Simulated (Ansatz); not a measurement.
# How fast states decay through CdH2SO, part 3 of 3

A new crystal, CdH2SO: structure, gap and complex bands. It is built by putting S for part of the O in the CdH2O2 structure of space group P-3m1, with the volume rescaled by atomic radii. The parent structure comes from the Materials Project.

Ansatz 0.2.0; PBE DFT, plane waves, PAW files (the session's first sound run).

So far, gap on the k-mesh (eV): step 3 (the bulk crystal and its band edges) 1.08.

The structure was built from a prototype and need not be the compound's stable phase.

**6. Decaying states in the gap, plane (001), k-mesh 8×8×4**

Level of this step: PBE DFT, plane waves, PAW files; complex bands by layer matching along the plane's normal (Ansatz).

The same for the (001) plane, at (0, 0) and (0.5, 0), to see how the decay depends on direction.

Input file input.yaml:

```yaml
crystal:
  lattice:
    - [3.91726234, 0.0, 0.0]
    - [1.95863117, 3.3924487, 0.0]
    - [0.0, 0.0, 5.436986444]
  atoms:
    - { symbol: Cd, position: [0.0, 0.0, 0.0404937034] }
    - { symbol: H, position: [0.3333333333, 0.3333333333, 0.5428266498] }
    - { symbol: H, position: [0.6666666667, 0.6666666667, 0.4021888467] }
    - { symbol: S, position: [0.3333333333, 0.3333333333, 0.7917489948] }
    - { symbol: O, position: [0.6666666667, 0.6666666667, 0.2227418052] }
kpoints:
  mp_grid: { grid: [8, 8, 4] }
scf:
  occupations: { method: fixed }
hamiltonian:
  xc: pbe
output:
  eigenvalues: true
  transmission:
    leads: [[0, 0]]
    kpoints: [[0.0, 0.0], [0.5, 0.0]]
    e_range: [-1.0, 2.08]
    de: 0.08
```

On the command line:

```console
ansatz run input.yaml --threads 2 --pin off --max-ram 4096MiB --backend cpu --events-out ev --progress --plain --runs-dir out
```

Numbers of over 12 decimals in the logs are rounded to 6 here.

Output:

```text
[...]
Crystal: 5 atoms, lattice volume = 72.253 Å³
Basis set: ecut = 420 eV, 1447 PW (Γ)
Bands: 22, of which v1, the nominal top of the filled ones, is band 17 counted from 1 (16 counted from 0)
Symmetry: 6 space group operations
[...]
k-points: 35 of 256 (time reversal used)
[...]
SCF iter   1: F=—  HF=-9756.154318 eV  |F-HF|=—  |Δ(HF+E_count)|=         —  Δρ=2.34e-3  dr2=6.67e-3  ethr=1.77e-3  ⟨swp⟩=4.9  Hψ=3080  notcnv=0  defer=104
[...]
SCF iter   7: F=-9756.153449 eV  HF=-9756.153449 eV  |F-HF|=3.62e-8  |Δ(HF+E_count)|=   5.92e-7  Δρ=8.18e-6  dr2=5.16e-8  ethr=2.94e-10  ⟨swp⟩=8.0  Hψ=3119  notcnv=0
SCF 1 converged in 7 iterations: F = -9756.153449 eV  dr2 = 5.16e-8
[...]
transmission: 7 of 14 steps passed
transmission: 14 of 14 steps passed
SCF converged after 7 iterations
Free energy (F): -9756.153449 eV
[...]
Internal energy: -9756.153449 eV  (E = F + TS)
E sigma→0 (E₀):  -9756.153449 eV
Fermi energy:    4.749633 eV
[...]
--- Band table (eV; the first three rows and the last of 35) ---
  k-point 0: bands = [... 13 lower, 3.2432, 3.2432, 4.6863, 4.6863, 5.8254, 9.0787, 12.6647, 13.1578, ... 1 higher]
  k-point 1: bands = [... 13 lower, 3.2275, 3.2275, 4.7181, 4.7181, 6.5738, 9.2304, 11.4095, 13.0435, ... 1 higher]
  k-point 2: bands = [... 13 lower, 3.2123, 3.2123, 4.7496, 4.7496, 7.7048, 9.1096, 10.3094, 12.9426, ... 1 higher]
  k-point 34: bands = [... 13 lower, 1.1451, 2.5492, 3.2299, 3.6683, 8.9003, 10.3673, 10.5660, 12.0627, ... 1 higher]
--- Transmission ---
  basis      : 121 plane waves across, 7 finite elements along
  points     : 2, as listed
[...]
crystal 0  : H2S1Cd1O1, at the sites [0, 0], period 5.4370 Å: whole cells are its period
[...]
channels       : 0.000000e0 a spin
[...]
slowest decay  : 0.2233 /Å at (0.0000, 0.0000)
```

The job ended after 5.9 s (2 threads of Arm Neoverse V2, shared host; peak memory 0.39 GiB; 11 s of CPU time).

This step gave:

```yaml
free_energy: -9756.1534 eV
fermi_energy: 4.750 eV
level_to_which_the_leads_are_filled: 0.5379 eV from the Fermi level
decay_constant_at_the_filling_level_zone_centre: 0.2233 Å⁻¹
decay_constant_at_the_filling_level_slowest_listed_point: 0.2233 Å⁻¹
```

K parallel (0, 0); values up to 1.5 1/Å, a degenerate pair printed once or twice; energies at which all values exceed this have no row. The Im kz of the slowest decaying states by energy, zero at the highest filled level on the SCF mesh:

```
energy (eV)  decay 1 (Å⁻¹)  decay 2 (Å⁻¹)  decay 3 (Å⁻¹)  decay 4 (Å⁻¹)
      -1.00          0.371          0.651          0.943           1.37
      -0.84          0.363          0.652          0.935           1.37
      -0.68          0.354          0.636          0.926           1.36
      -0.52          0.343          0.601          0.916           1.36
      -0.36          0.331          0.541          0.907           1.36
      -0.20          0.317          0.426          0.897           1.36
      -0.12          0.307          0.309          0.892           1.36
      -0.04          0.301          0.886           1.36              -
       0.04          0.270          0.292          0.881           1.36
       0.20          0.273          0.499          0.870           1.36
       0.36          0.250          0.598          0.859           1.35
       0.52          0.223          0.663          0.847           1.35
       0.68          0.191          0.710          0.835           1.35
       0.84          0.149          0.746          0.822           1.35
       1.00         0.0856          0.776          0.809           1.35
       1.16          0.796          0.800           1.33           1.35
       1.24          0.789          0.811           1.32           1.35
       1.40          0.774          0.830           1.30           1.35
       1.56          0.759          0.846           1.28           1.35
       1.72          0.743          0.860           1.26           1.35
       1.88          0.726          0.872           1.25           1.36
       2.04          0.709          0.882           1.23           1.36
```

K parallel (0.5, 0); values up to 1.5 1/Å, a degenerate pair printed once or twice; energies at which all values exceed this have no row. Im kz of the slowest decaying states against energy, zero at the highest filled level on the SCF mesh:

```
energy (eV)  decay 1 (Å⁻¹)  decay 2 (Å⁻¹)  decay 3 (Å⁻¹)  decay 4 (Å⁻¹)
      -1.00          0.410          0.424           1.34           1.47
      -0.76          0.360          0.445           1.29           1.48
      -0.60          0.299          0.456           1.26           1.49
      -0.36          0.469           1.22           1.49              -
      -0.12          0.123          0.479           1.19           1.49
      -0.04          0.241          0.482           1.17           1.49
       0.12          0.357          0.487           1.15           1.49
       0.28          0.429          0.491           1.13           1.49
       0.52          0.495          0.504           1.10           1.48
       0.76          0.497          0.558           1.07           1.47
       0.92          0.497          0.587           1.05           1.47
       1.16          0.496          0.623           1.02           1.46
       1.40          0.493          0.652          0.991           1.44
       1.64          0.489          0.676          0.964           1.43
       1.80          0.485          0.690          0.946           1.42
       2.04          0.477          0.708          0.920           1.40
```

At the listed wavevectors the last open channel is at -0.04 eV and the next at +1.08 eV on the grid. At +0.52 eV, the grid energy nearest the filling level (the middle of the gap on the SCF mesh), the slowest state at the listed wavevectors decays with κ = 0.223 Å⁻¹, its amplitude falling by e over 4.5 Å; the first such run, plane (110), gave 0.145 Å⁻¹.

**7. Band edges at another level**

This step: LDA DFT, plane waves, PAW files (Ansatz 0.2.0).

The edges again with LDA, at the same atoms.

Input file input.yaml:

```yaml
crystal:
  lattice:
    - [3.9172623404, 0.0, 0.0]
    - [-1.9586311702, 3.3924487001, 0.0]
    - [0.0, 0.0, 5.4369864438]
  atoms:
    - { symbol: Cd, position: [0.0, 0.0, 0.0404937034] }
    - { symbol: H, position: [0.6666666667, 0.3333333333, 0.5428266498] }
    - { symbol: H, position: [0.3333333333, 0.6666666667, 0.4021888467] }
    - { symbol: S, position: [0.6666666667, 0.3333333333, 0.7917489948] }
    - { symbol: O, position: [0.3333333333, 0.6666666667, 0.2227418052] }
kpoints:
  mp_grid: { grid: [8, 8, 6] }
  band_path: { path: [VBM, CBM], npoints: 30 }
scf:
  occupations: { method: fixed }
hamiltonian:
  xc: lda
output:
  eigenvalues: true
```

Output:

```text
[...]
Crystal: 5 atoms, lattice volume = 72.253 Å³
Basis set: ecut = 420 eV, 1447 PW (Γ)
Bands: 22, of which v1, the nominal top of the filled ones, is band 17 counted from 1 (16 counted from 0)
Symmetry: 6 space group operations
[...]
k-points: 50 of 384 (time reversal used)
[...]
SCF iter   1: F=—  HF=-9574.162805 eV  |F-HF|=—  |Δ(HF+E_count)|=         —  Δρ=1.28e-2  dr2=1.06e-1  ethr=1.77e-3  ⟨swp⟩=4.9  Hψ=4368  notcnv=0  defer=149
[...]
SCF iter   7: F=-9574.133595 eV  HF=-9574.133594 eV  |F-HF|=1.69e-8  |Δ(HF+E_count)|=   3.99e-7  Δρ=7.31e-6  dr2=5.39e-8  ethr=2.94e-10  ⟨swp⟩=6.9  Hψ=4734  notcnv=0
SCF 1 converged in 7 iterations: F = -9574.133595 eV  dr2 = 5.39e-8
[...]
SCF converged after 7 iterations
Free energy (F): -9574.133595 eV
[...]
Internal energy: -9574.133595 eV  (E = F + TS)
E sigma→0 (E₀):  -9574.133595 eV
Fermi energy:    4.504187 eV
[...]
--- Band table (eV; the first three rows and the last of 50) ---
  k-point 0: bands = [... 13 lower, 2.8779, 2.8779, 4.4382, 4.4382, 5.2765, 8.6013, 12.0877, 12.6687, ... 1 higher]
  k-point 1: bands = [... 13 lower, 2.8703, 2.8703, 4.4548, 4.4548, 5.6442, 8.6781, 11.4789, 12.6055, ... 1 higher]
  k-point 2: bands = [... 13 lower, 2.8551, 2.8551, 4.4878, 4.4878, 6.5222, 8.7481, 10.4201, 12.4909, ... 1 higher]
  k-point 49: bands = [... 13 lower, 0.7408, 2.1873, 2.9174, 3.3850, 8.3651, 9.9537, 10.0851, 11.5427, ... 1 higher]
```

Run time: 9.5 s. Hardware: 2 threads; peak memory 0.37 GiB; 19 s of CPU time.

Numbers from this step:

* free energy: -9574.1336 eV
* Fermi energy: 4.504 eV
* gap on the k-mesh: 0.7723 eV
* gap on path: 0.7723 eV, by band count; negative where bands overlap
* direct gap on path: 0.8383 eV

Electronic bands along the path, in eV, zero at the Fermi level (highest filled level under fixed occupations); v1 is the highest filled band, c1 the lowest empty one:

```
  point     v4     v3     v2     v1    c1    c2    c3    c4
    VBM  -1.66  -1.66   0.00   0.00  2.70  4.02  5.47  7.93
halfway  -1.64  -1.64  -0.03  -0.03  1.54  4.24  6.43  8.04
    CBM  -1.63  -1.63  -0.07  -0.07  0.77  4.10  7.58  8.16
```

The searched edges give 0.772 eV, as on the mesh.

For the gap on the k-mesh, step 3 gave 1.08 eV; this run, with LDA, gives 0.772 eV.

**8. Complex bands at another level**

This step: LDA DFT, plane waves, PAW files; complex bands by layer matching along the plane's normal (Ansatz 0.2.0).

The complex bands at that level, over its own gap, at (0, 0) and (-0.5, 0).

Input file input.yaml:

```yaml
crystal:
  lattice:
    - [5.436986444, 0.0, 0.0]
    - [0.0, 6.7848974, 0.0]
    - [0.0, 3.3924487, 1.95863117]
  atoms:
    - { symbol: Cd, position: [0.0404937034, 0.0, 0.0] }
    - { symbol: H, position: [0.5428266498, 0.6666666667, 0.0] }
    - { symbol: H, position: [0.4021888467, 0.3333333333, 0.0] }
    - { symbol: S, position: [0.7917489948, 0.6666666667, 0.0] }
    - { symbol: O, position: [0.2227418052, 0.3333333333, 0.0] }
kpoints:
  mp_grid: { grid: [4, 12, 12] }
scf:
  occupations: { method: fixed }
hamiltonian:
  xc: lda
output:
  eigenvalues: true
  transmission:
    leads: [[0, 0]]
    kpoints: [[0.0, 0.0], [-0.5, 0.0]]
    e_range: [-1.0, 1.77]
    de: 0.05
```

Output:

```text
[...]
Crystal: 5 atoms, lattice volume = 72.253 Å³
Basis set: ecut = 420 eV, 1447 PW (Γ)
Bands: 22, of which v1, the nominal top of the filled ones, is band 17 counted from 1 (16 counted from 0)
Symmetry: 6 space group operations
[...]
k-points: 69 of 576 (time reversal used)
[...]
SCF iter   1: F=—  HF=-9574.162924 eV  |F-HF|=—  |Δ(HF+E_count)|=         —  Δρ=1.28e-2  dr2=1.06e-1  ethr=1.77e-3  ⟨swp⟩=5.0  Hψ=6063  notcnv=0  defer=206
[...]
SCF iter   7: F=-9574.133690 eV  HF=-9574.133690 eV  |F-HF|=1.85e-8  |Δ(HF+E_count)|=   3.86e-7  Δρ=7.55e-6  dr2=5.86e-8  ethr=2.94e-10  ⟨swp⟩=7.0  Hψ=6650  notcnv=0
SCF 1 converged in 7 iterations: F = -9574.133690 eV  dr2 = 5.86e-8
[...]
transmission: 3 of 6 steps passed
transmission: 6 of 6 steps passed
SCF converged after 7 iterations
Free energy (F): -9574.133690 eV
[...]
Internal energy: -9574.133690 eV  (E = F + TS)
E sigma→0 (E₀):  -9574.133690 eV
Fermi energy:    4.503671 eV
[...]
--- Band table (eV; the first three rows and the last of 69) ---
  k-point 0: bands = [... 13 lower, 2.8780, 2.8780, 4.4377, 4.4377, 5.2766, 8.6011, 12.0877, 12.6685, ... 1 higher]
  k-point 1: bands = [... 13 lower, 2.3176, 2.6987, 3.8257, 4.3531, 6.0688, 9.3000, 10.9231, 12.8856, ... 1 higher]
  k-point 2: bands = [... 13 lower, 1.4100, 2.1455, 3.2301, 3.9909, 7.3564, 9.6784, 10.5716, 12.0835, ... 1 higher]
  k-point 68: bands = [... 13 lower, 1.7916, 2.4059, 2.6162, 4.1662, 7.6480, 9.6655, 10.3866, 11.7855, ... 1 higher]
--- Transmission ---
  basis      : 329 plane waves across, 3 finite elements along
  points     : 2, as listed
[...]
crystal 0  : Cd1H2O1S1, at the sites [0, 0], period 1.9586 Å: whole cells are its period
[...]
channels       : 0.000000e0 a spin
[...]
slowest decay  : 0.1144 /Å at (0.0000, 0.0000)
```

Run time: 67 s. Hardware: 2 threads; peak memory 0.9 GiB.

A gap read on the k-mesh alone can miss the band edges.

This step gave:

| Property | Result |
| --- | --- |
| free energy | -9574.1337 eV |
| gap on the k-mesh | 0.7729 eV |
| level to which the leads are filled | 0.3864 eV from the Fermi level |
| decay constant at the filling level, zone centre | 0.1144 Å⁻¹ |
| decay constant at the filling level, slowest listed point | 0.1144 Å⁻¹ |

K parallel (0, 0); values up to 1.5 1/Å, a degenerate pair printed once or twice; energies at which all values exceed this have no row. Im kz of the slowest decaying states against energy, zero at the highest filled level on the SCF mesh:

```
energy (eV)  decay 1 (Å⁻¹)  decay 2 (Å⁻¹)  decay 3 (Å⁻¹)  decay 4 (Å⁻¹)
      -1.00          0.210          0.543          0.623           1.10
      -0.85          0.223          0.544          0.643           1.09
      -0.70          0.232          0.545          0.661           1.08
      -0.60          0.235          0.546          0.671           1.08
      -0.45          0.237          0.547          0.685           1.07
      -0.30          0.233          0.547          0.698           1.06
      -0.20          0.225          0.547          0.705           1.06
      -0.05         0.0322          0.102          0.146          0.547
       0.00         0.0629          0.120          0.205          0.547
       0.10         0.0931          0.149          0.272          0.546
       0.25          0.113          0.181          0.345          0.545
       0.40          0.114          0.206          0.300          0.534
       0.50          0.107          0.219          0.294          0.542
       0.65         0.0789          0.236          0.292          0.540
       0.80          0.250          0.294          0.537          0.754
       0.90          0.258          0.296          0.534          0.757
       1.05          0.268          0.299          0.530          0.761
       1.20          0.276          0.301          0.526          0.764
       1.35          0.282          0.303          0.521          0.764
       1.50          0.287          0.304          0.515          0.736
       1.60          0.289          0.305          0.511          0.725
       1.75          0.291          0.304          0.505          0.711
```

K parallel (0, 0). Re kz of states that move upwards against energy, zero at the highest filled level on the SCF mesh:

```
energy (eV)  channel 1 (Å⁻¹)  channel 2 (Å⁻¹)  channel 3 (Å⁻¹)
      -1.00           -0.756           -0.392             1.29
      -0.85           -0.693           -0.330             1.32
      -0.75           -0.649           -0.292             1.35
      -0.60           -0.579           -0.241             1.39
      -0.50           -0.528           -0.207             1.42
      -0.35           -0.439           -0.157             1.47
      -0.20           -0.321           -0.100             1.55
      -0.10           -0.186          -0.0477                -
       0.00                -                -                -
       0.05                -                -                -
       0.20                -                -                -
       0.30                -                -                -
       0.45                -                -                -
       0.55                -                -                -
       0.70                -                -                -
       0.85           0.0687                -                -
       0.95            0.108                -                -
       1.10            0.154                -                -
       1.25            0.193                -                -
       1.35            0.218                -                -
       1.50            0.253                -                -
       1.60            0.275                -                -
       1.75            0.308                -                -
```

K parallel (-0.5, 0); values up to 1.5 1/Å, a degenerate pair printed once or twice; energies at which all values exceed this have no row. Table of Im kz of the slowest decaying states by energy, zero at the highest filled level on the SCF mesh:

```
energy (eV)  decay 1 (Å⁻¹)  decay 2 (Å⁻¹)  decay 3 (Å⁻¹)  decay 4 (Å⁻¹)
     -1.000          0.333          0.541          0.797          0.956
     -0.800          0.365          0.596          0.822          0.866
     -0.600          0.390          0.640          0.788          0.840
     -0.400         0.0328          0.407          0.672          0.729
     -0.200          0.159          0.417          0.685          0.695
      0.000        0.00511        0.00919          0.212          0.419
      0.200          0.126          0.247          0.376          0.626
      0.400          0.171          0.272          0.447          0.604
      0.600          0.201          0.291          0.509          0.585
      0.800          0.224          0.305          0.478          0.566
      1.000          0.240          0.316          0.462          0.549
      1.200          0.253          0.323          0.448          0.531
      1.400          0.262          0.327          0.434          0.512
      1.600          0.267          0.328          0.415          0.493
```

At the listed wavevectors the last open channel is at -0.05 eV and the next at +0.80 eV on the grid. At +0.40 eV, the grid energy nearest the filling level (the middle of the gap on the SCF mesh), the slowest state at the listed wavevectors decays with κ = 0.114 Å⁻¹, its amplitude falling by e over 8.7 Å; the first such run, plane (110), gave 0.145 Å⁻¹.

**9. Outcome**

| Item | Value |
| --- | --- |
| band gap | 1.08 eV |
| least decay constant at mid-gap, normal to (110) | 0.145 Å⁻¹ |
| least decay constant at mid-gap, normal to (001) | 0.223 Å⁻¹ |
| least decay constant on a mesh, normal to (110) | 0.146 Å⁻¹ |
| least decay constant, LDA | 0.114 Å⁻¹ |

What this shows: With PBE, the slowest decay at the wavevectors tried is κ = 0.145 Å⁻¹, normal to (110). Through such a film the transmission near mid-gap falls as exp(−2κd), a factor of ten every 7.9 Å. The decay depends on direction: 1.5 times faster normal to (001). A free electron under a barrier of half the gap would need a mass of 0.15 mₑ to decay at this rate. With LDA the gap goes from 1.08 to 0.772 eV and the decay constant, over the first 2 listed wavevectors, from 0.145 to 0.114 Å⁻¹. The compound is made up by substitution; its stability against other phases and against distortions of the cell's symmetry was not tested. A semilocal functional narrows gaps, so real decay constants are likely larger.

[Logs are printed without paths, hosts, clocks, repeated set-up lines and the standing remarks that a program may print on its own settings, such as how far it seeks lower states.]

[Hosts, paths, dates, database ids (printed as entryN), source tags and the programs' standing remarks are cut or masked in the printed files.]
